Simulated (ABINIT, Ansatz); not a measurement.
# Calculated records

```json
{"subject": "LiF (Griceite): G0W0 with ABINIT, start to end", "lattice_ang": [[-0.0, 2.014, 2.014], [2.014, -0.0, 2.014], [2.014, 2.014, -0.0]], "atoms": [["Li", 0.0, 0.0, 0.0], ["F", 0.5, 0.5, 0.5]], "method": "RPA screening on PBE, plane waves, norm-conserving pseudopotentials (and 2 further levels or steps)", "program": "ABINIT 10.8.3", "settings": "cutoff 36 Ha, PseudoDojo scalar-relativistic 0.4.1 standard, norm-conserving, potential set dojo-sr-pbe-0.4.1-standard, ngkpt (8, 8, 8), nband 301, ecuteps 16 Ha, inclvkb 2, shiftk (0, 0, 0), symchi 1, awtr 1, frequency ppm, 8×8×8 k-mesh", "cost": "5 runs, 7.5 min in all on 8 MPI ranks of AMD EPYC 7B13 (Zen 3), shared host", "notes": "The program’s warnings: nkpt*nsppol () is not a multiple of nproc spkpt (). The cell and positions come from the Crystallography Open Database and are kept as given unless a step says otherwise.", "results": {"pbe_gap": "9.11 eV, indirect (only 1 meV under the direct gap)", "g0w0_gap_on_the_mesh": "13.54 eV", "gw_settings": "8×8×8 mesh, 301 bands, screening to 435.4 eV, Godby-Needs plasmon pole", "known_limits": "short of the basis limit"}}
```

[Long decimals in the printed logs are rounded to 6 places.]

[Logs are printed without paths, hosts, clocks, repeated set-up lines and the standing remarks that a program may print on its own settings, such as how far it seeks lower states.]

[Paths, hosts, dates, memory and timing lines, banners, echoed tables and standing remarks are left out of the program output; an Ansatz launch command may be rebuilt from the run's recorded settings. Measured values are a selection of at most five: reports struck by readers or far from the other reports are left out. None is set beside runs whose start may be inverted or whose files or cutoffs have a known fault.]

[Runs of the session that timed out or met a known fault of the program may be left out.]

[Hosts, paths, dates, database ids (printed as entryN), source tags and the programs' standing remarks are cut or masked in the printed files.]

[G0W0 gaps are taken among the corrected bands and points alone; a level outside them can change the order at an edge.]

[Where Ansatz stands beside ABINIT at settings called matched, ABINIT's density can come from a denser mesh and the files from another edition; pairs whose starting gaps differed by over 0.03 eV were left out, so agreement reads better than it is.]
